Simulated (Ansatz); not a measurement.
Two G0W0 runs on PbO (Massicot).

```yaml
crystal:
  lattice:
    - [5.89310, 0.00000, 0.00000]
    - [0.00000, 5.49040, 0.00000]
    - [0.00000, 0.00000, 4.75280]
  atoms:
    - { symbol: Pb, position: [0.22970, 0.98840, 0.25000] }
    - { symbol: Pb, position: [0.77030, 0.01160, 0.75000] }
    - { symbol: Pb, position: [0.22970, 0.51160, 0.75000] }
    - { symbol: Pb, position: [0.77030, 0.48840, 0.25000] }
    - { symbol: O, position: [0.86530, 0.09170, 0.25000] }
    - { symbol: O, position: [0.13470, 0.90830, 0.75000] }
    - { symbol: O, position: [0.86530, 0.40830, 0.75000] }
    - { symbol: O, position: [0.13470, 0.59170, 0.25000] }
```

The cell and positions come from the Crystallography Open Database and are kept as given unless a step says otherwise. Spin-orbit coupling is left out unless a run names it.

The first (Ansatz 0.2.0; start r2SCAN, 4×4×4 mesh, 987 empty bands, screening to 200 eV, PAW set soft_1 files; 1 × NVIDIA H100 80GB HBM3 (shared by 6 runs) with 2 threads of AMD EPYC 7R13 (Zen 3), shared host) gave, on its mesh: starting gap 2.80 eV, G0W0 gap 3.33 eV, RPA ε∞ (mean) 5.49, 4.2 min.

The second changes empty bands from 987 to 162 and screening cutoff (eV) from 200.0 to 60. What does it give?

It gave: starting gap 2.80 eV, G0W0 gap 3.08 eV, RPA ε∞ (mean) 5.58, 54 s. The G0W0 gap moves by −0.25 eV, +0.00 eV from the start and −0.25 eV from the correction. Σc changes by +0.55 eV at the valence top and +0.30 eV at the conduction bottom, and Σx − Vxc between them by +0.00 eV.

Limits: not at the basis limit; no spin-orbit coupling.

[Paths, hosts, dates, memory and timing lines, banners, echoed tables and standing remarks are left out of the program output.]

[Logs are printed without paths, hosts, clocks, repeated set-up lines and the standing remarks that a program may print on its own settings, such as how far it seeks lower states.]

[Runs of the session that timed out or met a known fault of the program may be left out.]

[Cells called generated may have been cut or substituted from an entry of the Crystallography Open Database or the Materials Project.]

[Hosts, paths, dates, database ids (printed as entryN), source tags and the programs' standing remarks are cut or masked in the printed files.]
